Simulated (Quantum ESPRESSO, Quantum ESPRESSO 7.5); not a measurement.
# Ca(100), 5 layers: vacuum convergence

Aim: how far one choice must go before the vacuum level and the energy of Ca(100), 5 layers stand still, and what it costs.

Main program and level: Quantum ESPRESSO 7.5; plane-wave DFT, PBE, PseudoDojo norm-conserving pseudopotentials.

### 1. Set-up

The cell holds 5 atoms: 5 Ca. Cell: a = 3.946 Å, b = 3.946 Å, c = 35.160 Å, α = 90.0°, β = 90.0°, γ = 90.0°. It derives from Ca. Vacuum lies along c.

### 2. SCF with pw.x: 24 Å of vacuum

The first run is the reference of the series.

Contents of c0.in:

```
&control
  prefix = 'c0'
  outdir = './out'
  pseudo_dir = './pseudo'
  calculation = 'scf'
  tprnfor = .true.
/
&system
  ibrav = 0
  nat = 5
  ntyp = 1
  ecutwfc = 56
  ecutrho = 224
  occupations = 'smearing'
  smearing = 'mv'
  degauss = 0.02
/
&electrons
  conv_thr = 1e-07
  mixing_beta = 0.4
  electron_maxstep = 120
  mixing_mode = 'local-TF'
/
ATOMIC_SPECIES
  Ca  40.0780  Ca.dojo-sr-pbe-0.4.1-standard.upf
CELL_PARAMETERS angstrom
  3.94565583902094 0.00000000000000 0.00000000000000
  0.00000000000000 3.94565583902094 0.00000000000000
  0.00000000000000 0.00000000000000 35.16000000000000
ATOMIC_POSITIONS crystal
  Ca  0.000000000000 0.000000000000 0.341296928328
  Ca  0.500000000000 0.500000000000 0.420648464164
  Ca  0.000000000000 0.000000000000 0.500000000000
  Ca  0.500000000000 0.500000000000 0.579351535836
  Ca  0.000000000000 0.000000000000 0.658703071672
K_POINTS automatic
  8 8 1 0 0 0
```

On the command line:

```sh
$ OMP_NUM_THREADS=1 mpirun -n 4 pw.x -nk 4 -in c0.in > c0.out
```

The log of the run:

```text
Program PWSCF v.7.5 starts
[citation notice left out]

     Parallel version (MPI & OpenMP), running on       4 processor cores
     Number of MPI processes:                 4
     Threads/MPI process:                     1

     MPI processes distributed on     1 nodes
[...]
Current dimensions of program PWSCF are:
     Max number of different atomic species (ntypx) = 10
     Max number of k-points (npk) =  40000
     Max angular momentum in pseudopotentials (lmaxx) =  4
     Message from routine setup:
     using ibrav=0 with symmetry is DISCOURAGED, use correct ibrav instead

     K-points division:     npool     =       4
     Subspace diagonalization in iterative solution of the eigenvalue problem:
     a serial algorithm will be used

     G-vector sticks info
     --------------------
     sticks:   dense  smooth     PW     G-vecs:    dense   smooth      PW
     Sum         989     989    293               209033   209033   33087

     Using Slab Decomposition

     bravais-lattice index     =            0
     lattice parameter (alat)  =       7.4562  a.u.
     unit-cell volume          =    3693.8892 (a.u.)^3
     number of atoms/cell      =            5
     number of atomic types    =            1
     number of electrons       =        50.00
     number of Kohn-Sham states=           30
     kinetic-energy cutoff     =      56.0000  Ry
     charge density cutoff     =     224.0000  Ry
     scf convergence threshold =      1.0E-07
     mixing beta               =       0.4000
     number of iterations used =            8  local-TF  mixing
     Exchange-correlation= PBE
                           (   1   4   3   4   0   0   0)

     celldm(1)=   7.456209  celldm(2)=   0.000000  celldm(3)=   0.000000
     celldm(4)=   0.000000  celldm(5)=   0.000000  celldm(6)=   0.000000

     crystal axes: (cart. coord. in units of alat)
               a(1) = (   1.000000   0.000000   0.000000 )
               a(2) = (   0.000000   1.000000   0.000000 )
               a(3) = (   0.000000   0.000000   8.911066 )

     reciprocal axes: (cart. coord. in units 2 pi/alat)
               b(1) = (  1.000000  0.000000  0.000000 )
               b(2) = (  0.000000  1.000000  0.000000 )
               b(3) = (  0.000000  0.000000  0.112220 )

     PseudoPot. # 1 for Ca read from file:
     ./pseudo/Ca.dojo-sr-pbe-0.4.1-standard.upf
     Pseudo is Norm-conserving + core correction, Zval = 10.0
     Generated using ONCVPSP code by D. R. Hamann
     Using radial grid of 1766 points,  6 beta functions with:
                l(1) =   0
                l(2) =   0
                l(3) =   1
                l(4) =   1
                l(5) =   2
                l(6) =   2

     atomic species   valence    mass     pseudopotential
     Ca               10.00    40.07800     Ca( 1.00)

     16 Sym. Ops., with inversion, found

   Cartesian axes

     site n.     atom                  positions (alat units)
         1        Ca     tau(   1) = (   0.0000000   0.0000000   3.0413195  )
         2        Ca     tau(   2) = (   0.5000000   0.5000000   3.7484263  )
         3        Ca     tau(   3) = (   0.0000000   0.0000000   4.4555331  )
         4        Ca     tau(   4) = (   0.5000000   0.5000000   5.1626398  )
         5        Ca     tau(   5) = (   0.0000000   0.0000000   5.8697466  )

     number of k points=    15  Marzari-Vanderbilt smearing, width (Ry)=  0.0200
                       cart. coord. in units 2pi/alat
        k(    1) = (   0.0000000   0.0000000   0.0000000), wk =   0.0312500
        k(    2) = (   0.0000000   0.1250000   0.0000000), wk =   0.1250000
        k(    3) = (   0.0000000   0.2500000   0.0000000), wk =   0.1250000
        k(    4) = (   0.0000000   0.3750000   0.0000000), wk =   0.1250000
        k(    5) = (   0.0000000  -0.5000000   0.0000000), wk =   0.0625000
        k(    6) = (   0.1250000   0.1250000   0.0000000), wk =   0.1250000
        k(    7) = (   0.1250000   0.2500000   0.0000000), wk =   0.2500000
        k(    8) = (   0.1250000   0.3750000   0.0000000), wk =   0.2500000
        k(    9) = (   0.1250000  -0.5000000   0.0000000), wk =   0.1250000
        k(   10) = (   0.2500000   0.2500000   0.0000000), wk =   0.1250000
[...]
k(   15) = (  -0.5000000  -0.5000000   0.0000000), wk =   0.0312500

     Dense  grid:   209033 G-vectors     FFT dimensions: (  36,  36, 320)

     Estimated max dynamical RAM per process >     301.61 MB

     Estimated total dynamical RAM >       1.03 GB

     Initial potential from superposition of free atoms

     starting charge      49.9753, renormalised to      50.0000

     negative rho (up, down):  2.940E-04 0.000E+00
     Starting wfcs are   25 randomized atomic wfcs +    5 random wfcs

     total cpu time spent up to now is        1.9 secs

     per-process dynamical memory:   178.9 Mb

     Self-consistent Calculation

     iteration #  1     ecut=    56.00 Ry     beta= 0.40
     Davidson diagonalization with overlap
     ethr =  1.00E-02,  avg # of iterations =  7.0

     negative rho (up, down):  2.908E-08 0.000E+00

     total cpu time spent up to now is        9.3 secs

     total energy              =    -387.02890646 Ry
     estimated scf accuracy    <       0.71726017 Ry

     iteration #  2     ecut=    56.00 Ry     beta= 0.40
[...]
total energy              =    -387.01682282 Ry
     estimated scf accuracy    <       0.43324599 Ry

     iteration #  3     ecut=    56.00 Ry     beta= 0.40
[...]
total energy              =    -387.04773324 Ry
     estimated scf accuracy    <       0.02623142 Ry

     iteration #  4     ecut=    56.00 Ry     beta= 0.40
[...]
c_bands:  1 eigenvalues not converged
[...]
total energy              =    -387.05567254 Ry
     estimated scf accuracy    <       0.01564294 Ry

     iteration #  5     ecut=    56.00 Ry     beta= 0.40
[...]
total energy              =    -387.05431770 Ry
     estimated scf accuracy    <       0.02236532 Ry

     iteration #  6     ecut=    56.00 Ry     beta= 0.40
[...]
total energy              =    -387.05449949 Ry
     estimated scf accuracy    <       0.00596711 Ry

     iteration #  7     ecut=    56.00 Ry     beta= 0.40
[...]
total energy              =    -387.05478913 Ry
     estimated scf accuracy    <       0.02650906 Ry

     iteration #  8     ecut=    56.00 Ry     beta= 0.40
[...]
negative rho (up, down):  3.257E-04 0.000E+00

[...]
total energy              =    -387.05314523 Ry
     estimated scf accuracy    <       0.01821335 Ry

     iteration #  9     ecut=    56.00 Ry     beta= 0.40
[...]
negative rho (up, down):  4.195E-03 0.000E+00

[...]
total energy              =    -387.05353662 Ry
     estimated scf accuracy    <       0.00630166 Ry

     iteration # 10     ecut=    56.00 Ry     beta= 0.40
[...]
negative rho (up, down):  1.190E-02 0.000E+00

[...]
total energy              =    -387.05310470 Ry
     estimated scf accuracy    <       0.00264869 Ry

     iteration # 11     ecut=    56.00 Ry     beta= 0.40
[...]
negative rho (up, down):  1.060E-02 0.000E+00

[...]
total energy              =    -387.05335002 Ry
     estimated scf accuracy    <       0.00052209 Ry

     iteration # 12     ecut=    56.00 Ry     beta= 0.40
[...]
negative rho (up, down):  1.812E-03 0.000E+00

[...]
total energy              =    -387.05325086 Ry
     estimated scf accuracy    <       0.00021970 Ry

     iteration # 13     ecut=    56.00 Ry     beta= 0.40
[...]
negative rho (up, down):  2.070E-03 0.000E+00

[...]
total energy              =    -387.05327338 Ry
     estimated scf accuracy    <       0.00006575 Ry

     iteration # 14     ecut=    56.00 Ry     beta= 0.40
[...]
negative rho (up, down):  1.484E-03 0.000E+00

[...]
total energy              =    -387.05328380 Ry
     estimated scf accuracy    <       0.00001601 Ry

     iteration # 15     ecut=    56.00 Ry     beta= 0.40
[...]
negative rho (up, down):  9.261E-05 0.000E+00

[...]
total energy              =    -387.05327776 Ry
     estimated scf accuracy    <       0.00004159 Ry

     iteration # 16     ecut=    56.00 Ry     beta= 0.40
[...]
negative rho (up, down):  7.186E-05 0.000E+00

[...]
total energy              =    -387.05328091 Ry
     estimated scf accuracy    <       0.00000038 Ry

     iteration # 17     ecut=    56.00 Ry     beta= 0.40
[...]
negative rho (up, down):  3.323E-05 0.000E+00

[...]
total energy              =    -387.05328152 Ry
     estimated scf accuracy    <       0.00000016 Ry

     iteration # 18     ecut=    56.00 Ry     beta= 0.40
[...]
negative rho (up, down):  2.382E-06 0.000E+00

[...]
total energy              =    -387.05328174 Ry
     estimated scf accuracy    <       0.00000017 Ry

     iteration # 19     ecut=    56.00 Ry     beta= 0.40
[...]
End of self-consistent calculation

          k = 0.0000 0.0000 0.0000 ( 26071 PWs)   bands (ev):

   -42.3808 -42.3808 -41.7797 -41.7366 -41.7361 -23.3951 -23.3951 -23.2904
   -23.2904 -23.2904 -23.2904 -22.7883 -22.7283 -22.7283 -22.7194 -22.6943
   -22.6821 -22.6821 -22.6765 -22.6765  -3.4972  -3.0665  -2.3571  -1.4511
    -0.5770   0.7360   0.8362   0.9355   1.0699   1.5852

          k = 0.0000 0.1250 0.0000 ( 26074 PWs)   bands (ev):

   -42.3802 -42.3802 -41.7790 -41.7361 -41.7355 -23.3941 -23.3941 -23.2998
   -23.2997 -23.2896 -23.2896 -22.7861 -22.7438 -22.7268 -22.7125 -22.7003
   -22.6862 -22.6859 -22.6813 -22.6765  -3.3260  -2.9006  -2.1984  -1.3007
    -0.4356   0.7935   0.8739   0.9583   1.0527   1.3978

          k = 0.0000 0.2500 0.0000 ( 26162 PWs)   bands (ev):

   -42.3790 -42.3789 -41.7774 -41.7348 -41.7345 -23.3919 -23.3919 -23.3223
   -23.3223 -23.2877 -23.2877 -22.7826 -22.7696 -22.7230 -22.7152 -22.7148
   -22.7015 -22.6934 -22.6795 -22.6765  -2.8289  -2.4222  -1.7473  -0.8819
    -0.0470   0.6274   0.8097   0.9210   1.1268   1.2136

          k = 0.0000 0.3750 0.0000 ( 26128 PWs)   bands (ev):

   -42.3775 -42.3775 -41.7757 -41.7333 -41.7332 -23.3897 -23.3897 -23.3447
   -23.3447 -23.2858 -23.2858 -22.7928 -22.7845 -22.7372 -22.7213 -22.7190
   -22.7031 -22.6999 -22.6776 -22.6767  -2.0547  -1.6901  -1.0879  -0.3531
    -0.0994   0.2625   0.4847   0.6480   1.0001   1.1988

          k = 0.0000-0.5000 0.0000 ( 26102 PWs)   bands (ev):

   -42.3770 -42.3769 -41.7750 -41.7328 -41.7327 -23.3887 -23.3887 -23.3539
   -23.3539 -23.2850 -23.2850 -22.8022 -22.7878 -22.7470 -22.7173 -22.7162
   -22.7124 -22.6988 -22.6769 -22.6768  -1.1021  -1.0802  -0.8623  -0.7744
    -0.5592   0.1689   0.4968   0.5688   0.8736   1.1532

          k = 0.1250 0.1250 0.0000 ( 26105 PWs)   bands (ev):

   -42.3797 -42.3797 -41.7783 -41.7355 -41.7351 -23.3932 -23.3932 -23.2992
   -23.2992 -23.2986 -23.2986 -22.7839 -22.7451 -22.7377 -22.7074 -22.7024
   -22.6906 -22.6880 -22.6842 -22.6836  -3.1569  -2.7363  -2.0409  -1.1522
    -0.3009   0.8427   0.9501   0.9632   1.0731   1.3955

[...]
the Fermi energy is     0.3185 ev

!    total energy              =    -387.05328183 Ry
     estimated scf accuracy    <       0.00000001 Ry
     smearing contrib. (-TS)   =      -0.00167857 Ry
     internal energy E=F+TS    =    -387.05160326 Ry

     The total energy is F=E-TS. E is the sum of the following terms:
     one-electron contribution =   -2519.40218495 Ry
     hartree contribution      =    1252.86842929 Ry
     xc contribution           =     -72.73861499 Ry
     ewald contribution        =     952.22076739 Ry

     convergence has been achieved in  19 iterations

     Forces acting on atoms (cartesian axes, Ry/au):

     atom    1 type  1   force =     0.00000000    0.00000000    0.00499154
     atom    2 type  1   force =     0.00000000    0.00000000   -0.00283377
     atom    3 type  1   force =     0.00000000    0.00000000    0.00000000
     atom    4 type  1   force =     0.00000000    0.00000000    0.00283377
     atom    5 type  1   force =     0.00000000    0.00000000   -0.00499154

     Total force =     0.008117     Total SCF correction =     0.000422

[...]
=------------------------------------------------------------------------------=
   JOB DONE.
=------------------------------------------------------------------------------=
```

Wall time 1.9 min (4 MPI ranks of Arm Neoverse V1, shared host); peak memory 1.1 GiB; 7.7 min of CPU time.

Read from the output:

| Item | Value |
| --- | --- |
| free energy | -5266.1282 eV |
| Fermi energy | 0.3185 eV |

The program's own clock; routines nest. Time by routine:

```
     routine  wall time (s)  calls
       PWSCF          115.2      1
   electrons          112.4      1
     c_bands          79.95     19
     cegterg          67.12     76
       h_psi          55.13    411
        fftw          48.15  13558
    vloc_psi          43.35    411
     mix_rho          19.19     19
        ffts          11.22   1887
    sum_band          10.18     19
      calbec           6.13    427
  add_vuspsi           5.93    411
h_psi:calbec           5.68    411
    v_of_rho           2.61     20
```

The run needed 19 iterations to bring the estimated error under 1e-07 Ry; the largest force on any atom, held or free, is 0.13 eV/Å.

### 3. Electrostatic potential

The vacuum level is read from the electrostatic potential (plot_num = 11), averaged over planes.

Contents of c0.pot.in:

```
&inputpp
  prefix = 'c0'
  outdir = './out'
  filplot = 'c0.pot.dat'
  plot_num = 11
/
```

On the command line:

```sh
$ OMP_NUM_THREADS=1 mpirun -n 4 pp.x -in c0.pot.in > c0.pot.out
```

The log of the run:

```text
[banner, memory and clock lines left out]
Program POST-PROC v.7.5 starts

          URL

     ./out/c0.save/

     IMPORTANT: XC functional enforced from input :
     Exchange-correlation= PBE
                           (   1   4   3   4   0   0   0)
     Any further DFT definition will be discarded
     Please, verify this is what you really want

     Calling punch_plot, plot_num =  11
     Writing data to file  c0.pot.dat
     Message from routine chdens:
     namelist plot not found or invalid, exiting
```

Wall time 0.9 s (4 MPI ranks); peak memory 0.09 GiB.

This step gave:

```
potential in the middle of the vacuum, over the Fermi level : 2.773 eV
```

The potential energy, planar mean oscillates, so the rows of the table below give means over windows of 2.75 Å about each position, cut where the curve ends. Its maxima inside the range that stand out by 2 % of the span (Å: eV): 13.4: 0.814, 16.2: 0.742, 19.0: 0.742, 21.8: 0.814. Its minima: 12.0: -11.8, 14.8: -11.4, 17.6: -11.5, 20.3: -11.4, 23.2: -11.8.

Electrostatic potential energy of an electron; zero at the Fermi level. The potential energy, planar mean by z; means over each step:

```
z (Å)  potential energy, planar mean (eV)
 1.38                                2.77
 4.12                                2.77
 6.88                                2.77
 9.62                                2.09
12.38                               -3.92
15.12                               -3.69
17.88                               -3.71
20.62                               -3.68
23.38                               -3.90
26.12                                2.52
28.88                                2.77
31.62                                2.77
34.38                                2.77
```

Inside the slab this potential holds the local part of the pseudopotentials, which can be repulsive at the nuclei; only its value in the vacuum has a meaning of its own.

### 4. Ground state: 18 Å of vacuum

Contents of c2.in:

```
&control
  prefix = 'c2'
  outdir = './out'
  pseudo_dir = './pseudo'
  calculation = 'scf'
  tprnfor = .true.
/
&system
  ibrav = 0
  nat = 5
  ntyp = 1
  ecutwfc = 56
  ecutrho = 224
  occupations = 'smearing'
  smearing = 'mv'
  degauss = 0.02
/
&electrons
  conv_thr = 1e-07
  mixing_beta = 0.4
  electron_maxstep = 120
  mixing_mode = 'local-TF'
/
ATOMIC_SPECIES
  Ca  40.0780  Ca.dojo-sr-pbe-0.4.1-standard.upf
CELL_PARAMETERS angstrom
  3.94565583902094 0.00000000000000 0.00000000000000
  0.00000000000000 3.94565583902094 0.00000000000000
  0.00000000000000 0.00000000000000 29.16000000000000
ATOMIC_POSITIONS crystal
  Ca  0.000000000000 0.000000000000 0.308641975309
  Ca  0.500000000000 0.500000000000 0.404320987654
  Ca  0.000000000000 0.000000000000 0.500000000000
  Ca  0.500000000000 0.500000000000 0.595679012346
  Ca  0.000000000000 0.000000000000 0.691358024691
K_POINTS automatic
  8 8 1 0 0 0
```

On the command line:

```sh
$ OMP_NUM_THREADS=1 mpirun -n 4 pw.x -nk 4 -in c2.in > c2.out
```

The log of the run:

```text
[banner, memory and clock lines left out]
Program PWSCF v.7.5 starts
[...]
Message from routine setup:
[...]
number of electrons       =        50.00
     number of Kohn-Sham states=           30
     kinetic-energy cutoff     =      56.0000  Ry
     charge density cutoff     =     224.0000  Ry
[...]
number of k points=    15  Marzari-Vanderbilt smearing, width (Ry)=  0.0200
[...]
Dense  grid:   173395 G-vectors     FFT dimensions: (  36,  36, 270)
[...]
negative rho (up, down):  1.914E-04 0.000E+00
     Starting wfcs are   25 randomized atomic wfcs +    5 random wfcs
[...]
negative rho (up, down):  1.212E-07 0.000E+00
[...]
estimated scf accuracy    <       0.71517370 Ry
[...]
estimated scf accuracy    <       0.43819540 Ry
[...]
estimated scf accuracy    <       0.02573908 Ry
[...]
estimated scf accuracy    <       0.01476449 Ry
[...]
estimated scf accuracy    <       0.02261974 Ry
[...]
estimated scf accuracy    <       0.00552304 Ry
[...]
estimated scf accuracy    <       0.02632844 Ry
[...]
negative rho (up, down):  1.352E-03 0.000E+00
[...]
estimated scf accuracy    <       0.01387746 Ry
[...]
negative rho (up, down):  2.259E-03 0.000E+00
[...]
estimated scf accuracy    <       0.00169529 Ry
[...]
negative rho (up, down):  2.448E-03 0.000E+00
[...]
estimated scf accuracy    <       0.00039340 Ry
[...]
negative rho (up, down):  1.800E-03 0.000E+00
[...]
estimated scf accuracy    <       0.00007689 Ry
[...]
negative rho (up, down):  3.020E-06 0.000E+00
[...]
estimated scf accuracy    <       0.00006833 Ry
[...]
negative rho (up, down):  1.059E-04 0.000E+00
[...]
estimated scf accuracy    <       0.00000395 Ry
[...]
negative rho (up, down):  1.417E-05 0.000E+00
[...]
estimated scf accuracy    <       0.00000278 Ry
[...]
negative rho (up, down):  2.445E-06 0.000E+00
[...]
estimated scf accuracy    <       0.00000096 Ry
[...]
the Fermi energy is     0.9554 ev
!    total energy              =    -387.05327790 Ry
     estimated scf accuracy    <       0.00000004 Ry
     smearing contrib. (-TS)   =      -0.00167857 Ry
     internal energy E=F+TS    =    -387.05159932 Ry
[...]
one-electron contribution =   -1648.46126174 Ry
     hartree contribution      =     818.56586974 Ry
     xc contribution           =     -72.73856109 Ry
     ewald contribution        =     515.58235377 Ry
     convergence has been achieved in  16 iterations
[...]
Total force =     0.007971     Total SCF correction =     0.000888
[...]
```

Elapsed: 85 s, on 4 MPI ranks; peak memory 0.9 GiB; 5.6 min of CPU time.

This step gave:

| Property | Result |
| --- | --- |
| free energy | -5266.1281 eV |
| Fermi energy | 0.9554 eV |

The program's own clock; routines nest. Time by routine:

```
     routine  wall time (s)  calls
       PWSCF          84.19      1
   electrons          81.79      1
     c_bands          58.57     16
     cegterg          49.06     64
       h_psi           40.8    363
        fftw          36.54  11430
    vloc_psi          32.54    363
     mix_rho          13.33     16
        ffts           8.03   1471
    sum_band           7.59     16
      calbec           4.36    379
  add_vuspsi           4.14    363
h_psi:calbec           3.99    363
    v_of_rho           2.05     17
```

### 5. Electrostatic potential

Contents of c2.pot.in:

```
&inputpp
  prefix = 'c2'
  outdir = './out'
  filplot = 'c2.pot.dat'
  plot_num = 11
/
```

On the command line:

```sh
$ OMP_NUM_THREADS=1 mpirun -n 4 pp.x -in c2.pot.in > c2.pot.out
```

Elapsed: 0.86 s, on 4 MPI ranks; peak memory 0.12 GiB.

Counted from each run's own zero (the Fermi level), the vacuum level differs from the first run's by -0 meV.

(Part 1 of 2 ends here.)

[Logs are printed without paths, hosts, clocks, repeated set-up lines and the standing remarks that a program may print on its own settings, such as how far it seeks lower states.]

[Hosts, paths, dates, database ids (printed as entryN), source tags and the programs' standing remarks are cut or masked in the printed files.]

[Maps of the electrostatic potential energy from Ansatz leave out the sawtooth potential of an applied field or a dipole correction, so their vacuum need not be flat; planar profiles and work functions include it.]
